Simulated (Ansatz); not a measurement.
# P on Ru(0001): change of the work function, part 3 of 4

Wanted: Δφ(θ) for P/Ru(0001), starting from the fcc site.

Ansatz 0.2.0; plane-wave DFT, PBE, Ansatz PAW.

So far, work function, upper face (eV): step 2 (the clean slab) 5.05; step 3 (37 atoms, coverage 0.111 ML, cell 3x3) 5.19.

### Step 4. The covered slab, k-mesh 6×6×1, coverage 0.25 ML

System of this step: P/Ru(0001). The cell holds 17 atoms: 16 Ru and 1 P. Cell: a = 5.400 Å, b = 5.400 Å, c = 26.470 Å, α = 90.0°, β = 90.0°, γ = 60.0°. Vacuum lies along c.

Another coverage, to see how the dipoles act on each other as their distance changes.

Input file input.yaml:

```yaml
crystal:
  lattice:
    - [5.4, 0.0, 0.0]
    - [2.7, 4.6765371804, 0.0]
    - [0.0, 0.0, 26.4695397147]
  atoms:
    - { symbol: Ru, position: [0.3333333333, 0.3333333333, 0.3400134682] }
    - { symbol: Ru, position: [0.0, 0.0, 0.4208006683] }
    - { symbol: Ru, position: [0.3333333333, 0.3333333333, 0.5023203612] }
    - { symbol: Ru, position: [0.0, 0.0, 0.581094625] }
    - { symbol: Ru, position: [0.3333333333, 0.8333333333, 0.3400134682] }
    - { symbol: Ru, position: [0.0, 0.5, 0.4208006683] }
    - { symbol: Ru, position: [0.3333333333, 0.8333333333, 0.5023203612] }
    - { symbol: Ru, position: [0.0, 0.5, 0.581094625] }
    - { symbol: Ru, position: [0.8333333333, 0.3333333333, 0.3400134682] }
    - { symbol: Ru, position: [0.5, 0.0, 0.4208006683] }
    - { symbol: Ru, position: [0.8333333333, 0.3333333333, 0.5023203612] }
    - { symbol: Ru, position: [0.5, 0.0, 0.581094625] }
    - { symbol: Ru, position: [0.8333333333, 0.8333333333, 0.3400134682] }
    - { symbol: Ru, position: [0.5, 0.5, 0.4208006683] }
    - { symbol: Ru, position: [0.8333333333, 0.8333333333, 0.5023203612] }
    - { symbol: Ru, position: [0.5, 0.5, 0.581094625] }
    - { symbol: P, position: [0.1666666667, 0.1666666667, 0.6599865318] }
kpoints:
  mp_grid: { grid: [6, 6, 1] }
hamiltonian:
  xc: pbe
scf:
  occupations: { method: fermi_dirac, width: 0.1 }
  convergence: { dr2_threshold: 1.0e-08 }
efield:
  axis: 3
  dipole_correction: true
  ramp_position: 0.97
  ramp_width: 0.06
relax:
  f_tol: 0.02
  max_steps: 60
  constraints: [{ sites: [0, 1, 4, 5, 8, 9, 12, 13] }]
output:
  dos: { projected: true, e_range: [-8, 4] }
  write_potential: true
  write_density: true
  volumetric_format: npy
  elf: true
```

Run with:

```
$ ansatz run input.yaml --threads 4 --pin off --max-ram 16384MiB --backend cpu --events-out ev --progress --plain --runs-dir out
```

Standard output:

```text
[...]
Crystal: 17 atoms, lattice volume = 668.443 Å³
Basis set: ecut = 420 eV, 12971 PW (Γ), exchange–correlation on 80×80×360 points (8 copies of the dense FFT grid, shifted against one another)
Bands: 157, of which v1, the nominal top of the filled ones, is band 131 counted from 1 (130 counted from 0)
Symmetry: 6 space group operations
[...]
k-points: 7 of 36 (time reversal used)
[...]
SCF iter   1: F=—  HF=-94807.805018 eV  |F-HF|=—  |Δ(HF+E_count)|=         —  Δρ=1.02e-2  dr2=4.78e0  ethr=1.77e-3  p=0.000 e·Å  D=1.13e-4 V/Å  ΔV_dip=-0.00 eV  dr2_dipole=4.07e-1  V_vac-E_F(+/−)=4.75/4.75 eV  ⟨swp⟩=8.1  Hψ=4719  notcnv=0
[...]
SCF iter  10: F=-94807.664087 eV  HF=-94807.664087 eV  |F-HF|=1.44e-8  |Δ(HF+E_count)|=   3.18e-8  Δρ=3.62e-7  dr2=1.11e-9  ethr=3.83e-12  p=-0.051 e·Å  D=-1.37e-2 V/Å  ΔV_dip=0.36 eV  dr2_dipole=1.95e-11  V_vac-E_F(+/−)=5.45/5.09 eV  ⟨swp⟩=10.9  Hψ=7817  notcnv=0
SCF 1 converged in 10 iterations: F = -94807.664087 eV  dr2 = 1.11e-9
[...]
relax step   1: F+E_penalty+E_count = -94807.66408722 eV  Δ(F+E_penalty+E_count) = +0.000e0 eV  max|allowed force component| = 3.179e0 eV/Å  Δτ_max = 0.0000 Å  (10 SCF iters, accepted)
[...]
SCF iter  10: F=-94808.298945 eV  HF=-94808.298945 eV  |F-HF|=3.38e-8  |Δ(HF+E_count)|=   1.03e-7  Δρ=4.01e-7  dr2=1.14e-9  ethr=3.83e-12  p=-0.043 e·Å  D=-1.16e-2 V/Å  ΔV_dip=0.31 eV  dr2_dipole=3.54e-12  V_vac-E_F(+/−)=5.39/5.08 eV  ⟨swp⟩=11.1  Hψ=8004  notcnv=0
SCF 2 converged in 10 iterations: F = -94808.298945 eV  dr2 = 1.14e-9
relax step   2: F+E_penalty+E_count = -94808.29894475 eV  Δ(F+E_penalty+E_count) = -6.349e-1 eV  max|allowed force component| = 1.181e0 eV/Å  Δτ_max = 0.1996 Å  (10 SCF iters, accepted)
SCF iter   1: F=—  HF=-94808.384104 eV  |F-HF|=—  |Δ(HF+E_count)|=         —  Δρ=3.70e-3  dr2=1.17e-1  ethr=2.01e-3  p=-0.043 e·Å  D=-1.16e-2 V/Å  ΔV_dip=0.31 eV  dr2_dipole=4.92e-3  V_vac-E_F(+/−)=5.40/5.09 eV  ⟨swp⟩=4.3  Hψ=2218  notcnv=0
[...]
SCF iter  10: F=-94808.360486 eV  HF=-94808.360486 eV  |F-HF|=3.36e-8  |Δ(HF+E_count)|=   8.63e-8  Δρ=4.41e-7  dr2=1.25e-9  ethr=3.83e-12  p=-0.038 e·Å  D=-1.02e-2 V/Å  ΔV_dip=0.27 eV  dr2_dipole=5.68e-13  V_vac-E_F(+/−)=5.35/5.08 eV  ⟨swp⟩=10.7  Hψ=7886  notcnv=0
SCF 3 converged in 10 iterations: F = -94808.360486 eV  dr2 = 1.25e-9
relax step   3: F+E_penalty+E_count = -94808.36048647 eV  Δ(F+E_penalty+E_count) = -6.154e-2 eV  max|allowed force component| = 2.787e-1 eV/Å  Δτ_max = 0.1440 Å  (10 SCF iters, accepted)
[...]
relax step   4: F+E_penalty+E_count = -94808.37492984 eV  Δ(F+E_penalty+E_count) = -1.444e-2 eV  max|allowed force component| = 7.930e-2 eV/Å  Δτ_max = 0.0486 Å  (9 SCF iters, accepted)
[...]
relax step   5: F+E_penalty+E_count = -94808.37559372 eV  Δ(F+E_penalty+E_count) = -6.639e-4 eV  max|allowed force component| = 6.700e-2 eV/Å  Δτ_max = 0.0134 Å  (7 SCF iters, accepted)
[...]
relax step   6: F+E_penalty+E_count = -94808.37605318 eV  Δ(F+E_penalty+E_count) = -4.595e-4 eV  max|allowed force component| = 2.723e-2 eV/Å  Δτ_max = 0.0081 Å  (7 SCF iters, accepted)
SCF iter   1: F=—  HF=-94808.375453 eV  |F-HF|=—  |Δ(HF+E_count)|=         —  Δρ=9.30e-5  dr2=8.38e-5  ethr=2.72e-7  p=-0.038 e·Å  D=-1.04e-2 V/Å  ΔV_dip=0.27 eV  dr2_dipole=1.20e-6  V_vac-E_F(+/−)=5.35/5.08 eV  ⟨swp⟩=3.0  Hψ=2040  notcnv=0
[...]
SCF iter   6: F=-94808.376123 eV  HF=-94808.376123 eV  |F-HF|=2.62e-8  |Δ(HF+E_count)|=   5.75e-8  Δρ=4.90e-7  dr2=1.60e-9  ethr=3.83e-12  p=-0.038 e·Å  D=-1.03e-2 V/Å  ΔV_dip=0.27 eV  dr2_dipole=9.93e-13  V_vac-E_F(+/−)=5.35/5.08 eV  ⟨swp⟩=10.4  Hψ=7853  notcnv=0
SCF 7 converged in 6 iterations: F = -94808.376123 eV  dr2 = 1.60e-9
relax step   7: F+E_penalty+E_count = -94808.37612303 eV  Δ(F+E_penalty+E_count) = -6.984e-5 eV  max|allowed force component| = 1.575e-3 eV/Å  Δτ_max = 0.0032 Å  (6 SCF iters, accepted)
[...]
WARN: The output density's exchange-correlation potential varies sharply where the density is thin. Do not read a vacuum level from v_tot or v_xc, or from such a field of the output density. On a cell that repeats whose density bears no net charge and no dipole along the vacuum's axis use v_es (v_loc + v_h of the components); under efield.dipole_correction with no amplitude use v_es + v_field, which holds any externa [...]
SCF converged after 6 iterations
Free energy (F): -94808.376123 eV
[...]
Internal energy: -94807.772721 eV  (E = F + TS)
E sigma→0 (E₀):  -94808.074422 eV
Entropy (-TS):   -0.603402 eV (-35.494 meV/atom)
Fermi energy:    4.489209 eV
Dipole field:    D = -0.010343 V/Å  (p = -0.038208 e·Å, saw-weighted, corrected)
Work function:   Φ+ = 5.3543 eV   Φ− = 5.0805 eV
[...]
--- Forces (eV/Å), atoms counted from 1 ---
  atom   1  Ru     0.06538511     0.03775011     0.50345253
  atom   2  Ru     0.06742998     0.03893072    -0.42661858
  atom   3  Ru    -0.00069777    -0.00040286    -0.00011965
  atom   4  Ru     0.00069483     0.00040116    -0.00088001
  atom   5  Ru     0.00000000    -0.07550022     0.50345253
  atom   6  Ru     0.00000000    -0.07786144    -0.42661858
  atom   7  Ru    -0.00000000     0.00080572    -0.00011965
  atom   8  Ru     0.00000000    -0.00080232    -0.00088001
  atom   9  Ru    -0.06538511     0.03775011     0.50345253
  atom  10  Ru    -0.06742998     0.03893072    -0.42661858
  atom  11  Ru     0.00069777    -0.00040286    -0.00011965
  atom  12  Ru    -0.00069483     0.00040116    -0.00088001
  atom  13  Ru     0.00000000     0.00000000     0.32898790
  atom  14  Ru     0.00000000    -0.00000000    -0.55777392
  atom  15  Ru    -0.00000000    -0.00000000     0.00157543
  atom  16  Ru     0.00000000     0.00000000    -0.00070512
  atom  17  P      0.00000000     0.00000000     0.00043646
  max |Σ_I F_I| component: 2.36e-5 eV/Å
--- Band table (eV; the first three rows and the last of 7) ---
  k-point 0: bands = [... 127 lower, 5.0791, 5.0791, 5.3626, 5.4034, 5.4034, 5.6256, 5.6256, 5.7417, ... 22 higher]
  k-point 1: bands = [... 127 lower, 4.7276, 4.8806, 4.9154, 5.0809, 5.1003, 5.2967, 5.3878, 5.5352, ... 22 higher]
  k-point 2: bands = [... 127 lower, 4.1537, 4.1806, 4.3320, 4.4981, 4.5103, 4.7996, 4.8080, 4.8666, ... 22 higher]
  k-point 6: bands = [... 127 lower, 3.9757, 4.0388, 4.0770, 4.2413, 4.4698, 4.6787, 4.6837, 4.7564, ... 22 higher]
--- Relaxed structure (7 steps of the walk, 7 accepted, 0 SCFs on fresh bases) ---
  F+E_penalty+E_count = -94808.37612303 eV   max|allowed force component| = 1.575e-3 eV/Å
  atoms:
    - { symbol: Ru, position: [0.333333, 0.333333, 0.3400134682] }
    - { symbol: Ru, position: [2.666712e-17, 2.666712e-17, 0.4208006683] }
    - { symbol: Ru, position: [0.332746, 0.332746, 0.502542] }
    - { symbol: Ru, position: [-0.000196037, -0.000196037, 0.583094] }
    - { symbol: Ru, position: [0.333333, 0.833333, 0.3400134682] }
    - { symbol: Ru, position: [5.551115e-17, 0.5, 0.4208006683] }
    - { symbol: Ru, position: [0.332746, 0.834507, 0.502542] }
    - { symbol: Ru, position: [-0.000196037, 0.500392, 0.583094] }
    - { symbol: Ru, position: [0.833333, 0.333333, 0.3400134682] }
    - { symbol: Ru, position: [0.500000, 2.666712e-17, 0.4208006683] }
    - { symbol: Ru, position: [0.834507, 0.332746, 0.502542] }
    - { symbol: Ru, position: [0.500392, -0.000196037, 0.583094] }
    - { symbol: Ru, position: [0.833333, 0.833333, 0.3400134682] }
    - { symbol: Ru, position: [0.500000, 0.5, 0.4208006683] }
    - { symbol: Ru, position: [0.833333, 0.833333, 0.499410] }
    - { symbol: Ru, position: [0.500000, 0.5, 0.581073] }
    - { symbol: P, position: [0.166667, 0.166667, 0.648574] }
```

The job ended after 2.6 min (4 threads of Arm Neoverse V1, shared host; peak memory 2.6 GiB).

The steps of the relaxation:

```
step  energy less that of the first step (eV)  largest force component (eV/Å)
   1                                   0.0000                          3.1786
   2                                  -0.6349                          1.1814
   3                                  -0.6964                          0.2787
   4                                  -0.7108                          0.0793
   5                                  -0.7115                          0.0670
   6                                  -0.7120                          0.0272
   7                                  -0.7120                          0.0016
```

Forces are held to the 6 operations that the program found; a distortion that breaks them can't arise in this run.

The atoms that moved most (Å):

```
atom      dx      dy      dz  length
 P17   0.000   0.000  -0.302   0.302
Ru15   0.000   0.000  -0.077   0.077
Ru12   0.002  -0.001   0.053   0.053
 Ru8   0.000   0.002   0.053   0.053
 Ru4  -0.002  -0.001   0.053   0.053
Ru11   0.005  -0.003   0.006   0.008
 Ru7   0.000   0.005   0.006   0.008
 Ru3  -0.005  -0.003   0.006   0.008
```

Final coordinates:

```
Ru P
1.0
     5.40000    0.00000    0.00000
     2.70000    4.67654    0.00000
     0.00000    0.00000   26.46954
Ru P
16 1
Direct
  0.33333 0.33333 0.34001
  0.00000 0.00000 0.42080
  0.33275 0.33275 0.50254
  0.99980 0.99980 0.58309
  0.33333 0.83333 0.34001
  0.00000 0.50000 0.42080
  0.33275 0.83451 0.50254
  0.99980 0.50039 0.58309
  0.83333 0.33333 0.34001
  0.50000 0.00000 0.42080
  0.83451 0.33275 0.50254
  0.50039 0.99980 0.58309
  0.83333 0.83333 0.34001
  0.50000 0.50000 0.42080
  0.83333 0.83333 0.49941
  0.50000 0.50000 0.58107
  0.16667 0.16667 0.64857
```

This step gave:

- energy at zero smearing: -94808.0744 eV
- work function, upper face: 5.354 eV
- work function, lower face: 5.080 eV
- dipole along the normal: -0.03821 e·Å
- step between the vacuum levels: 0.2738 eV

The density of states has structure finer than the step of the table below, so its rows give means over 0.5 eV. Peaks (eV: height): -5.35: 39.9, -2.71: 51.9, -2.62: 52.1, -2.26: 52.9, -1.98: 39.8, -1.17: 54.1, 0.78: 55.7.

Density of states against energy, zero at the Fermi level; means over each step:

energy (eV), density of states (states/eV a cell) and a bar:
```
     -7.5        0.2 
     -7.0        0.9 #
     -6.5        1.2 #
     -6.0        8.2 ########
     -5.5       21.0 #####################
     -5.0       18.8 ###################
     -4.5       22.0 ######################
     -4.0       21.3 #####################
     -3.5       17.9 ##################
     -3.0       21.5 #####################
     -2.5       28.2 ############################
     -2.0       30.1 ##############################
     -1.5       23.6 #######################
     -1.0       19.3 ###################
     -0.5       19.1 ###################
      0.0       18.4 ##################
      0.5       18.3 ##################
      1.0       27.2 ###########################
      1.5       23.2 #######################
```

Projected DOS per atom over height of the atomic layer and energy from the Fermi level. Layers: Ru4 Ru4 Ru4 Ru4 P from below.

Ten even steps from '0' (0.00 states/eV) to '9' (2.43 states/eV), each cell a mean:
```
33332
57741
76651
54341
53352
63352
53343
74462
95582
65562
66763
34443
44443
45552
55451
36641
27730
03410
00000
00000
00000
00000
```
Columns: height of the atomic layer (Å) from 9 to 17.2 (not evenly spaced); rows upwards: energy from the Fermi level (eV) from -7.96 to 1.95.

ELF in the ca plane at fractional y = 0.000, with atoms of Ru within 0.2 Å of it. It is the smooth field of the valence electrons, not physical close to the nuclei.

Values, 8 rows by 16 columns, each cell a mean:
```
0.29 0.27 0.47 0.50 0.27 0.27 0.38 0.57 0.23 0.18 0.06 0.01 0.00 0.00 0.00 0.00
0.33 0.30 0.28 0.29 0.30 0.33 0.26 0.31 0.21 0.06 0.01 0.00 0.00 0.00 0.00 0.00
0.30 0.28 0.31 0.33 0.28 0.29 0.27 0.37 0.19 0.07 0.01 0.00 0.00 0.00 0.00 0.00
0.32 0.28 0.49 0.51 0.28 0.28 0.41 0.55 0.29 0.29 0.12 0.02 0.00 0.00 0.00 0.00
0.29 0.27 0.47 0.50 0.28 0.27 0.40 0.56 0.50 0.71 0.48 0.10 0.00 0.00 0.00 0.00
0.33 0.30 0.28 0.29 0.27 0.35 0.26 0.30 0.63 0.84 0.72 0.19 0.01 0.00 0.00 0.00
0.30 0.28 0.31 0.33 0.27 0.31 0.29 0.36 0.60 0.83 0.68 0.17 0.01 0.00 0.00 0.00
0.32 0.28 0.49 0.51 0.29 0.28 0.42 0.54 0.44 0.61 0.37 0.07 0.00 0.00 0.00 0.00
```
Columns run along c (16.0 Å, from fractional 0.31 to 0.92 of the cell), rows up along a (5.4 Å). Atoms in or near the plane, at fractional coordinates: Ru at (0.42, 0.00), Ru at (0.58, 0.00), Ru at (0.42, 0.50), Ru at (0.58, 0.50).

Electrostatic potential energy in the ca plane at fractional y = 0.000, with atoms of Ru within 0.2 Å of it. With pseudopotentials it is smooth inside the atoms' cores, unlike the true potential.

Ten even steps from '0' (-85 eV) to '9' (10 eV), each cell a mean:
```
99999850016899999830027999999999999999999999
98889975458998889874468999999999999999999999
87678998889986689998899999999999999999999999
87678999999986679999999999999999999999999999
98789987678987789986689999999999999999999999
99999862137999999851148999999999999999999999
99999840005899999720016999999999999999999999
99999850016899999830027999999999999999999999
98889975458998889874468989999999999999999999
87678998889987678998889878899999999999999999
87678999999986678999999877899999999999999999
98789987678987789987688888999999999999999999
99999862137999999851148999999999999999999999
99999840005899999720016999999999999999999999
```
Columns run along c (16.0 Å, from fractional 0.31 to 0.92 of the cell; values clipped at the 3rd and 97th percentile), rows up along a (5.4 Å). Atoms in or near the plane, at fractional coordinates: Ru at (0.42, 0.00), Ru at (0.58, 0.00), Ru at (0.42, 0.50), Ru at (0.58, 0.50).

Valence density in the ca plane at fractional y = 0.000, with atoms of Ru within 0.2 Å of it. It is the smooth field of the valence electrons, not physical close to the nuclei.

Ten steps, logarithmic in the rise over the least value, from '0' (0.00 × 1e0 e/Å³) to '9' (9.78 × 1e0 e/Å³), each cell a mean:
```
23333479986333333479985210000000000000000000
23443357764334433357763110000000000000000000
35654334433345543334432100000000000000000000
35654333333346643233332100000000000000000000
34543345653345543345643100000000000000000000
23333368985333333478874210000000000000000000
22333479997333333589986311000000000000000000
23333479986333333479985322100000000000000000
23443357764334433357764333210000000000000000
35554334433345653334433443321000000000000000
35654333333345653333333444321000000000000000
34543345653334543345544333210000000000000000
23333368985333333468875332210000000000000000
22333479997333333589986321100000000000000000
```
Columns run along c (16.0 Å, from fractional 0.31 to 0.92 of the cell), rows up along a (5.4 Å). Atoms in or near the plane, at fractional coordinates: Ru at (0.42, 0.00), Ru at (0.58, 0.00), Ru at (0.42, 0.50), Ru at (0.58, 0.50).

The relaxation took 7 steps and lowered the energy by 0.71 eV; the largest force on the free atoms ends at 0.0016 eV/Å.

By hand: a sheet of dipoles makes a step −p/(ε₀A) in the electron's potential. With e/ε₀ = 180.95 V·Å, p = -0.03821 e·Å and A = 25.25 Å², that is −180.95 × (-0.03821) / 25.25 = +0.274 eV, and the two vacuum levels of the run differ by +0.274 eV.

The covered face has 5.35 eV, +0.31 eV against the clean one; the bare back face has moved by +0.01 eV, a measure of how thin the slab is.

(Part 3 of 4 ends here.)

[Long decimals in the printed logs are rounded to 6 places.]

[Logs are printed without paths, hosts, clocks, repeated set-up lines and the standing remarks that a program may print on its own settings, such as how far it seeks lower states.]

[Hosts, paths, dates, database ids (printed as entryN), source tags and the programs' standing remarks are cut or masked in the printed files.]

[Maps of the electrostatic potential energy from Ansatz leave out the sawtooth potential of an applied field or a dipole correction, so their vacuum need not be flat; planar profiles and work functions include it.]
